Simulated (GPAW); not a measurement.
# Work function of ZrSi2N4 monolayer at several levels

Wanted: work functions and dipole of ZrSi2N4 monolayer, with the cost of each level. Where a layer proves gapped, the work function hangs on where the smearing puts the Fermi level, and the band edges take its place.

Main program and level: GPAW 26.7.0; GPAW, PAW setups; layer in a repeated cell with vacuum, relaxation of atoms and in-plane cell, in the first sound run; inputs show where later runs differ.

## 1. The structure

The cell holds 7 atoms: 4 N, 2 Si and 1 Zr. Cell: a = 2.920 Å, b = 2.920 Å, c = 25.464 Å, α = 90.0°, β = 90.0°, γ = 120.0°. Vacuum lies along c.

## 2. Relaxation

Forces are removed first; all later runs use this geometry.

Input file run.py:

```python
import json
import numpy as np
from ase import Atoms
from ase.filters import FrechetCellFilter
from ase.optimize import BFGS
from gpaw import GPAW, PW

slab = Atoms(
    ['N', 'Si', 'N', 'Zr', 'N', 'Si', 'N'],
    positions=[
        [0.00000, 0.00000, 9.00000],
        [-0.00000, 1.68586, 9.46943],
        [-0.00000, 1.68586, 11.21943],
        [0.00000, 0.00000, 12.73208],
        [-0.00000, 1.68586, 14.24472],
        [-0.00000, 1.68586, 15.99472],
        [0.00000, 0.00000, 16.46415]],
    cell=[[2.92, 0.0, 0.0], [-1.46, 2.52879, 0.0], [0.0, 0.0, 25.4642]],
    pbc=[True, True, True])

slab.calc = GPAW(mode=PW(600), xc='PBE', kpts={'size': (12, 12, 1), 'gamma': True},
                 occupations={'name': 'fermi-dirac', 'width': 0.05}, nbands='200%',
                 convergence={'density': 1e-05}, maxiter=200,
                 symmetry={'tolerance': 1e-3}, txt='slab.txt')
result = {}
# The in-plane cell is free; stress needs a cell that repeats along all three vectors
path = []
opt = BFGS(FrechetCellFilter(slab, mask=[1, 1, 0, 0, 0, 1]), maxstep=0.2)
opt.attach(lambda: path.append((slab.get_potential_energy(), slab.positions.tolist(), slab.get_forces().tolist())))
result['relaxed'] = bool(opt.run(fmax=0.02, steps=45))
result['path'] = path
result['cell'] = slab.cell.tolist()
print('in-plane lattice', slab.cell.cellpar().round(4)[[0, 1, 5]])
energy = slab.get_potential_energy()
fermi = slab.calc.get_fermi_level()
v = slab.calc.get_electrostatic_potential().mean((0, 1)) - fermi
n = slab.calc.get_pseudo_density().mean((0, 1))
L = slab.cell[2, 2]
z = np.arange(len(v)) * L / len(v)
low, high = slab.positions[:, 2].min(), slab.positions[:, 2].max()
below, above = np.interp([low - 6.8, high + 6.8], z, v)
slopes = [np.interp(x, z, np.gradient(v, z)) for x in (low - 6.8, high + 6.8)]
eps = np.array([[slab.calc.get_eigenvalues(k, s) for k in range(len(slab.calc.get_ibz_k_points()))]
                for s in range(slab.calc.get_number_of_spins())]) - fermi
top, bottom = eps[eps < 0].max(), eps[eps > 0].min()
dipole = slab.get_dipole_moment()[2]
print(f'energy {energy:.4f} eV, Fermi level {fermi:.4f} eV, dipole {dipole:.5f} e A')
print(f'potential 6.8 A off the faces, from the Fermi level: lower {below:.4f} eV, upper {above:.4f} eV')
print(f'slope of the potential there: lower {slopes[0]:.5f}, upper {slopes[1]:.5f} eV/A')
print(f'nearest levels on the mesh: {top:.4f} and {bottom:.4f} eV')
print('magnetic moment', round(slab.get_magnetic_moment(), 3))
result.update(energy=energy, fermi=fermi, dipole=dipole, below=below, above=above, slopes=slopes, edges=[top, bottom],
              z=z.tolist(), v=v.tolist(), n=n.tolist(), positions=slab.positions.tolist(),
              forces=slab.get_forces(apply_constraint=False).tolist(), moments=slab.get_magnetic_moments().tolist())
json.dump(result, open('result.json', 'w'))
```

Command:

```bash
$ OMP_NUM_THREADS=1 OPENBLAS_NUM_THREADS=1 python run.py
```

The log of the run:

```text
Step          Energy          fmax
BFGS:    0      -56.309456        3.664387
BFGS:    1      -56.721256        2.297271
BFGS:    2      -57.178858        1.129514
BFGS:    3      -57.251693        1.130619
BFGS:    4      -57.686191        1.244817
BFGS:    5      -57.778519        0.684202
BFGS:    6      -57.826228        0.091011
BFGS:    7      -57.821518        0.067605
BFGS:    8      -57.819083        0.052102
BFGS:    9      -57.811154        0.018493
in-plane lattice [  3.0118   3.0118 120.    ]
energy -57.8112 eV, Fermi level -0.2089 eV, dipole -0.00088 e A
potential 6.8 A off the faces, from the Fermi level: lower 5.7259 eV, upper 5.7297 eV
slope of the potential there: lower -0.00108, upper -0.00047 eV/A
nearest levels on the mesh: -0.5714 and 0.6995 eV
magnetic moment 0.0
```

The job ended after 12 min (1 thread of Intel Xeon Platinum 8375C at 2.90GHz (Ice Lake), shared host; peak memory 0.57 GiB).

Numbers from this step:

```yaml
dipole_along_the_normal: -8.77e-4 e·Å
levels_nearest_the_fermi_level_on_the_mesh: -0.5714, 0.6995 eV from the Fermi level
```

The electrostatic potential energy of an electron (without an applied field's), less the Fermi level, planar mean oscillates, so the rows of the table below give means over windows of 1.06 Å about each position, cut where the curve ends. Its maxima inside the range that stand out by 2 % of the span (Å: eV): 10.8: 0.700, 11.8: -7.34, 13.6: -7.34, 14.7: 0.706. Its minima: 9.4: -22.0, 11.5: -11.7, 12.7: -26.6, 14.0: -11.7, 16.1: -22.0.

Electrostatic potential energy of an electron (without an applied field's), less the Fermi level, planar mean against z; means over each step:

z (Å), electrostatic potential energy of an electron (without an applied field's), less the Fermi level, planar mean (eV) and a bar from the least value:
```
     0.53        5.7 ##############################
     1.59        5.7 ##############################
     2.65        5.7 ##############################
     3.71        5.7 ##############################
     4.77        5.7 ##############################
     5.83        5.7 ##############################
     6.89        5.7 ##############################
     7.95        4.7 #############################
     9.01      -11.6 #####
    10.07      -11.1 ######
    11.13       -4.6 ###############
    12.19      -14.8 #
    13.25      -15.2 
    14.31       -4.8 ###############
    15.37      -10.6 #######
    16.43      -12.1 ####
    17.49        4.7 ############################
    18.55        5.7 ##############################
    19.61        5.7 ##############################
    20.67        5.7 ##############################
    21.73        5.7 ##############################
    22.79        5.7 ##############################
    23.85        5.7 ##############################
    24.91        5.7 ##############################
```

Pseudo valence density, planar mean against z:

z (Å), pseudo valence density, planar mean (e/Å³) and a bar:
```
      6.0       0.00 
      6.5       0.00 
      7.0       0.00 
      7.5       0.01 
      8.0       0.04 #
      8.5       0.22 ######
      9.0       0.71 ###################
      9.5       0.72 ####################
     10.0       0.32 #########
     10.5       0.24 #######
     11.0       0.44 ############
     11.5       0.72 ####################
     12.0       0.62 #################
     12.5       1.10 ##############################
     13.0       1.04 ############################
     13.5       0.62 #################
     14.0       0.71 ###################
     14.5       0.41 ###########
     15.0       0.24 #######
     15.5       0.34 #########
     16.0       0.74 ####################
     16.5       0.68 ##################
     17.0       0.20 #####
     17.5       0.04 #
     18.0       0.01 
     18.5       0.00 
     19.0       0.00 
     19.5       0.00
```

The relaxation lowered the energy of the cell by 1.51 eV (energies extrapolated to zero smearing; the optimiser's log prints free energies). The largest force left on a free atom is 0.018 eV/Å.

## 3. The slab's potential

With the geometry fixed, the planar mean of the potential gives the vacuum level on each side.

This step: GPAW, PAW setups; slab in vacuum (GPAW 26.7.0).

The cell differs from the one that the last finished run ended in (c 25.464 → 25.039 Å).

Changes to run.py since step 2:

```diff
@@ -3,4 +3,2 @@
 from ase import Atoms
-from ase.filters import FrechetCellFilter
-from ase.optimize import BFGS
 from gpaw import GPAW, PW
@@ -10,25 +8,18 @@
     positions=[
-        [0.00000, 0.00000, 9.00000],
-        [-0.00000, 1.68586, 9.46943],
-        [-0.00000, 1.68586, 11.21943],
-        [0.00000, 0.00000, 12.73208],
-        [-0.00000, 1.68586, 14.24472],
-        [-0.00000, 1.68586, 15.99472],
-        [0.00000, 0.00000, 16.46415]],
-    cell=[[2.92, 0.0, 0.0], [-1.46, 2.52879, 0.0], [0.0, 0.0, 25.4642]],
-    pbc=[True, True, True])
+        [-0.00000, 0.00000, 9.00000],
+        [0.00000, 1.73887, 9.49548],
+        [0.00000, 1.73887, 11.24747],
+        [-0.00000, 0.00000, 12.51936],
+        [0.00000, 1.73887, 13.79125],
+        [0.00000, 1.73887, 15.54324],
+        [-0.00000, -0.00000, 16.03872]],
+    cell=[[3.01181, 0.0, 0.0], [-1.50591, 2.6083, 0.0], [0.0, 0.0, 25.0387]],
+    pbc=[True, True, False])
 
-slab.calc = GPAW(mode=PW(600), xc='PBE', kpts={'size': (12, 12, 1), 'gamma': True},
+slab.calc = GPAW(mode=PW(500), xc='PBE', kpts={'size': (12, 12, 1), 'gamma': True},
                  occupations={'name': 'fermi-dirac', 'width': 0.05}, nbands='200%',
                  convergence={'density': 1e-05}, maxiter=200,
+                 poissonsolver={'dipolelayer': 'xy'},
                  symmetry={'tolerance': 1e-3}, txt='slab.txt')
 result = {}
-# The in-plane cell is free; stress needs a cell that repeats along all three vectors
-path = []
-opt = BFGS(FrechetCellFilter(slab, mask=[1, 1, 0, 0, 0, 1]), maxstep=0.2)
-opt.attach(lambda: path.append((slab.get_potential_energy(), slab.positions.tolist(), slab.get_forces().tolist())))
-result['relaxed'] = bool(opt.run(fmax=0.02, steps=45))
-result['path'] = path
-result['cell'] = slab.cell.tolist()
-print('in-plane lattice', slab.cell.cellpar().round(4)[[0, 1, 5]])
 energy = slab.get_potential_energy()
```

The log of the run:

```text
energy -56.0665 eV, Fermi level -0.0859 eV, dipole 0.00033 e A
potential 6.8 A off the faces, from the Fermi level: lower 5.7091 eV, upper 5.7008 eV
slope of the potential there: lower -0.00099, upper 0.00099 eV/A
nearest levels on the mesh: -0.5579 and 0.6874 eV
magnetic moment 0.0
```

Wall time 43 s (1 thread); peak memory 0.28 GiB.

This step gave:

```
dipole along the normal                    : 3.35e-4 e·Å
levels nearest the Fermi level on the mesh : -0.5579, 0.6874 eV from the Fermi level
upper work function                        : 5.701 eV
lower work function                        : 5.709 eV
upper ionisation energy                    : 6.259 eV
```

The electrostatic potential energy of an electron (without an applied field's), less the Fermi level, planar mean oscillates, so the rows of the table below give means over windows of 1.11 Å about each position, cut where the curve ends. Its maxima inside the range that stand out by 2 % of the span (Å: eV): 10.6: 0.675, 11.7: -7.42, 13.4: -7.42, 14.5: 0.671. Its minima: 9.1: -22.0, 11.3: -11.6, 12.5: -26.6, 13.7: -11.6, 16.0: -22.0.

The electrostatic potential energy of an electron (without an applied field's), less the Fermi level, planar mean by z; means over each step:

z (Å), electrostatic potential energy of an electron (without an applied field's), less the Fermi level, planar mean (eV) and a bar from the least value:
```
     0.56        5.7 ##############################
     1.67        5.7 ##############################
     2.77        5.7 ##############################
     3.88        5.7 ##############################
     4.99        5.7 ##############################
     6.10        5.7 ##############################
     7.21        5.5 ##############################
     8.32       -1.0 ######################
     9.43      -17.7 ##
    10.54       -2.3 ####################
    11.65      -11.0 ##########
    12.76      -19.2 
    13.87       -6.4 ###############
    14.98       -7.4 ##############
    16.09      -14.4 ######
    17.20        4.3 ############################
    18.31        5.7 ##############################
    19.42        5.7 ##############################
    20.53        5.7 ##############################
    21.64        5.7 ##############################
    22.75        5.7 ##############################
    23.86        5.7 ##############################
```

The pseudo valence density, planar mean oscillates, so the rows of the table below give means over windows of 1 Å about each position, cut where the curve ends. Its maxima inside the range that stand out by 2 % of the span (Å: e/Å³): 9.1: 0.816, 11.3: 0.722, 12.6: 1.30, 13.7: 0.722, 16.0: 0.816. Its minima: 10.2: 0.236, 11.9: 0.616, 13.2: 0.616, 14.8: 0.236.

Table of pseudo valence density, planar mean by z; means over each step:

z (Å), pseudo valence density, planar mean (e/Å³) and a bar:
```
        5       0.00 
        6       0.00 
        7       0.01 
        8       0.13 #####
        9       0.68 ########################
       10       0.31 ###########
       11       0.56 ###################
       12       0.84 #############################
       13       0.87 ##############################
       14       0.57 ####################
       15       0.30 ##########
       16       0.68 ########################
       17       0.15 #####
       18       0.01 
       19       0.00 
       20       0.00
```

Force by atom:

| atom | x (eV/Å) | y (eV/Å) | z (eV/Å) | size |
| --- | --- | --- | --- | --- |
| N1 | 0.000 | 0.000 | -0.103 | 0.103 |
| Si2 | 0.000 | 0.000 | 0.033 | 0.033 |
| N3 | 0.000 | 0.000 | 0.091 | 0.091 |
| Zr4 | 0.000 | 0.000 | 0.000 | 0.000 |
| N5 | 0.000 | 0.000 | -0.091 | 0.091 |
| Si6 | 0.000 | 0.000 | -0.033 | 0.033 |
| N7 | 0.000 | 0.000 | 0.103 | 0.103 |

The layer is gapped, so the Fermi level lies somewhere inside the gap, set by smearing and numerics, and these work functions are no property of the material; the band edges below the vacuum level are. The potential is flat to 9.9e-4 eV/Å where it is read, so the vacuum is wide enough.

## 4. Self-consistent run: xc = "RPBE"

The same geometry under RPBE, to see how far the functional moves the levels against the vacuum.

Changes to run.py since step 3:

```diff
@@ -18,3 +18,3 @@
 
-slab.calc = GPAW(mode=PW(500), xc='PBE', kpts={'size': (12, 12, 1), 'gamma': True},
+slab.calc = GPAW(mode=PW(500), xc='RPBE', kpts={'size': (12, 12, 1), 'gamma': True},
                  occupations={'name': 'fermi-dirac', 'width': 0.05}, nbands='200%',
```

The log of the run:

```text
energy -53.2150 eV, Fermi level 0.0558 eV, dipole 0.00033 e A
potential 6.8 A off the faces, from the Fermi level: lower 5.5610 eV, upper 5.5527 eV
slope of the potential there: lower -0.00098, upper 0.00098 eV/A
nearest levels on the mesh: -0.5808 and 0.7118 eV
magnetic moment 0.0
```

It took 44 s on 1 thread; peak memory 0.28 GiB.

Numbers from this step:

```yaml
levels_nearest_the_fermi_level_on_the_mesh: -0.5808, 0.7118 eV from the Fermi level
upper_work_function: 5.553 eV
lower_work_function: 5.561 eV
upper_ionisation_energy: 6.134 eV
```

The electrostatic potential energy of an electron (without an applied field's), less the Fermi level, planar mean oscillates, so the rows of the table below give means over windows of 1.11 Å about each position, cut where the curve ends. Its maxima inside the range that stand out by 2 % of the span (Å: eV): 10.6: 0.549, 11.7: -7.54, 13.4: -7.54, 14.5: 0.545. Its minima: 9.1: -22.1, 11.3: -11.7, 12.5: -26.7, 13.7: -11.7, 16.0: -22.1.

Electrostatic potential energy of an electron (without an applied field's), less the Fermi level, planar mean against z; means over each step:

| z (Å) | electrostatic potential energy of an electron (without an applied field's), less the Fermi level, planar mean (eV) |
| --- | --- |
| 0.56 | 5.56 |
| 1.67 | 5.56 |
| 2.77 | 5.56 |
| 3.88 | 5.56 |
| 4.99 | 5.56 |
| 6.10 | 5.55 |
| 7.21 | 5.36 |
| 8.32 | -1.09 |
| 9.43 | -17.8 |
| 10.54 | -2.48 |
| 11.65 | -11.1 |
| 12.76 | -19.4 |
| 13.87 | -6.56 |
| 14.98 | -7.54 |
| 16.09 | -14.5 |
| 17.20 | 4.14 |
| 18.31 | 5.50 |
| 19.42 | 5.55 |
| 20.53 | 5.55 |
| 21.64 | 5.55 |
| 22.75 | 5.55 |
| 23.86 | 5.55 |

The pseudo valence density, planar mean oscillates, so the rows of the table below give means over windows of 1 Å about each position, cut where the curve ends. Its maxima inside the range that stand out by 2 % of the span (Å: e/Å³): 9.1: 0.815, 11.3: 0.721, 12.6: 1.30, 13.7: 0.721, 16.0: 0.815. Its minima: 10.2: 0.236, 11.9: 0.616, 13.2: 0.616, 14.8: 0.236.

Pseudo valence density, planar mean against z; means over each step:

| z (Å) | pseudo valence density, planar mean (e/Å³) |
| --- | --- |
| 5 | 1.2e-5 |
| 6 | 2.2e-4 |
| 7 | 0.00521 |
| 8 | 0.131 |
| 9 | 0.679 |
| 10 | 0.307 |
| 11 | 0.556 |
| 12 | 0.842 |
| 13 | 0.866 |
| 14 | 0.572 |
| 15 | 0.300 |
| 16 | 0.683 |
| 17 | 0.145 |
| 18 | 0.00585 |
| 19 | 2.6e-4 |
| 20 | 1.3e-5 |

Force by atom:

| atom | x (eV/Å) | y (eV/Å) | z (eV/Å) | size |
| --- | --- | --- | --- | --- |
| N1 | 0.000 | 0.000 | -0.276 | 0.276 |
| Si2 | 0.000 | 0.000 | 0.003 | 0.003 |
| N3 | 0.000 | 0.000 | 0.038 | 0.038 |
| Zr4 | 0.000 | 0.000 | 0.000 | 0.000 |
| N5 | 0.000 | 0.000 | -0.038 | 0.038 |
| Si6 | 0.000 | 0.000 | -0.003 | 0.003 |
| N7 | 0.000 | 0.000 | 0.276 | 0.276 |

The highest filled level lies 0.581 eV under the Fermi level, so the ionisation energy from the upper face is 5.553 + 0.581 = 6.134 eV, against 6.259 eV in the base run.

## 5. Self-consistent run: xc = "vdW-DF2"

The same geometry under vdW-DF2, to see how far the functional moves the levels against the vacuum (the van der Waals functionals take revPBE setups).

Changes to run.py since step 4:

```diff
@@ -18,3 +18,3 @@
 
-slab.calc = GPAW(mode=PW(500), xc='RPBE', kpts={'size': (12, 12, 1), 'gamma': True},
+slab.calc = GPAW(mode=PW(500), xc='vdW-DF2', kpts={'size': (12, 12, 1), 'gamma': True},
                  occupations={'name': 'fermi-dirac', 'width': 0.05}, nbands='200%',
```

The log of the run:

```text
energy -216.5066 eV, Fermi level -0.3003 eV, dipole 0.00033 e A
potential 6.8 A off the faces, from the Fermi level: lower 6.0942 eV, upper 6.0859 eV
slope of the potential there: lower -0.00104, upper 0.00104 eV/A
nearest levels on the mesh: -0.6220 and 0.7574 eV
magnetic moment 0.0
```

Wall time 56 s (1 thread); peak memory 0.45 GiB.

This step gave:

| Item | Value |
| --- | --- |
| levels nearest the Fermi level on the mesh | -0.6220, 0.7574 eV from the Fermi level |
| upper work function | 6.086 eV |
| lower work function | 6.094 eV |
| upper ionisation energy | 6.708 eV |

The highest filled level lies 0.622 eV under the Fermi level, so the ionisation energy from the upper face is 6.086 + 0.622 = 6.708 eV, against 6.259 eV in the base run.

## 6. OptPBE vdW: xc = "optPBE-vdW"

The same geometry under optPBE-vdW, to see how far the functional moves the levels against the vacuum (the van der Waals functionals take revPBE setups).

Changes to run.py since step 5:

```diff
@@ -18,3 +18,3 @@
 
-slab.calc = GPAW(mode=PW(500), xc='vdW-DF2', kpts={'size': (12, 12, 1), 'gamma': True},
+slab.calc = GPAW(mode=PW(500), xc='optPBE-vdW', kpts={'size': (12, 12, 1), 'gamma': True},
                  occupations={'name': 'fermi-dirac', 'width': 0.05}, nbands='200%',
```

The log of the run:

```text
energy -87.5029 eV, Fermi level -0.2344 eV, dipole 0.00033 e A
potential 6.8 A off the faces, from the Fermi level: lower 5.9350 eV, upper 5.9267 eV
slope of the potential there: lower -0.00101, upper 0.00101 eV/A
nearest levels on the mesh: -0.5863 and 0.7182 eV
magnetic moment 0.0
```

Elapsed: 56 s, on 1 thread; peak memory 0.45 GiB.

This step gave:

| Property | Result |
| --- | --- |
| levels nearest the Fermi level on the mesh | -0.5863, 0.7182 eV from the Fermi level |
| upper work function | 5.927 eV |
| lower work function | 5.935 eV |
| upper ionisation energy | 6.513 eV |

The electrostatic potential energy of an electron (without an applied field's), less the Fermi level, planar mean oscillates, so the rows of the table below give means over windows of 1.11 Å about each position, cut where the curve ends. Its maxima inside the range that stand out by 2 % of the span (Å: eV): 10.6: 0.651, 11.7: -7.41, 13.4: -7.41, 14.5: 0.647. Its minima: 9.1: -21.9, 11.3: -11.5, 12.5: -26.6, 13.7: -11.5, 16.0: -21.9.

Table of electrostatic potential energy of an electron (without an applied field's), less the Fermi level, planar mean by z; means over each step:

| z (Å) | electrostatic potential energy of an electron (without an applied field's), less the Fermi level, planar mean (eV) |
| --- | --- |
| 0.56 | 5.93 |
| 1.67 | 5.94 |
| 2.77 | 5.93 |
| 3.88 | 5.93 |
| 4.99 | 5.93 |
| 6.10 | 5.92 |
| 7.21 | 5.71 |
| 8.32 | -0.846 |
| 9.43 | -17.7 |
| 10.54 | -2.37 |
| 11.65 | -11.0 |
| 12.76 | -19.3 |
| 13.87 | -6.41 |
| 14.98 | -7.44 |
| 16.09 | -14.3 |
| 17.20 | 4.44 |
| 18.31 | 5.87 |
| 19.42 | 5.92 |
| 20.53 | 5.92 |
| 21.64 | 5.93 |
| 22.75 | 5.93 |
| 23.86 | 5.93 |

The highest filled level lies 0.586 eV under the Fermi level, so the ionisation energy from the upper face is 5.927 + 0.586 = 6.513 eV, against 6.259 eV in the base run.

(Continued in part 2 of 2.)

[Logs are printed without paths, hosts, clocks, repeated set-up lines and the standing remarks that a program may print on its own settings, such as how far it seeks lower states.]

[Hosts, paths, dates, database ids (printed as entryN), source tags and the programs' standing remarks are cut or masked in the printed files.]
